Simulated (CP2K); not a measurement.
Consider formaldehyde at its PBE geometry (Å).

```xyz
4

C    -0.0099    0.0021   -0.0004
O     1.1825   -0.2369   -0.0011
H    -0.7726   -0.8121   -0.0002
H    -0.4000    1.0469    0.0017
```

Method: CP2K XAS_TDP, all-electron GAPW, PBEh(45%), aug-cc-pVTZ, TDA, no relativity.

Q: Where do the C K-edge lines lie, and how strong are they?

Leading lines: C1 280.92 eV. The leading line of an atom is its first one with 35 % of the strongest within 2.5 eV of its lowest line over the strength cut. 

The first six lines of each atom with a strength over 0.0015:

| atom | energy (eV) | states | strength, one atom |
| --- | --- | --- | --- |
| C1 (bonded to O and 2 H) | 280.92 | 1 | 0.0686 |
|  | 286.08 | 1 | 0.0097 |
|  | 286.96 | 1 | 0.0283 |
|  | 287.86 | 1 | 0.0084 |
|  | 288.55 | 1 | 0.0054 |
|  | 289.13 | 1 | 0.0186 |

Lines are vertical, at one geometry, with no vibrational structure. Without a correction of the core level, line positions, and the gaps between valence and Rydberg lines, follow the share of exact exchange. At this level such K lines come out 3 to 6 eV under measured ones. These values hold no scalar relativity, about 0.1 eV for C 1s. Rydberg lines, and the discretised continuum above threshold, depend on the basis and the box.

[Banner, clock and machine lines of the logs are left out without a mark of their own.]

[Logs are printed without paths, hosts, clocks, repeated set-up lines and the standing remarks that a program may print on its own settings, such as how far it seeks lower states.]

[Hosts, paths, dates, database ids (printed as entryN), source tags and the programs' standing remarks are cut or masked in the printed files.]
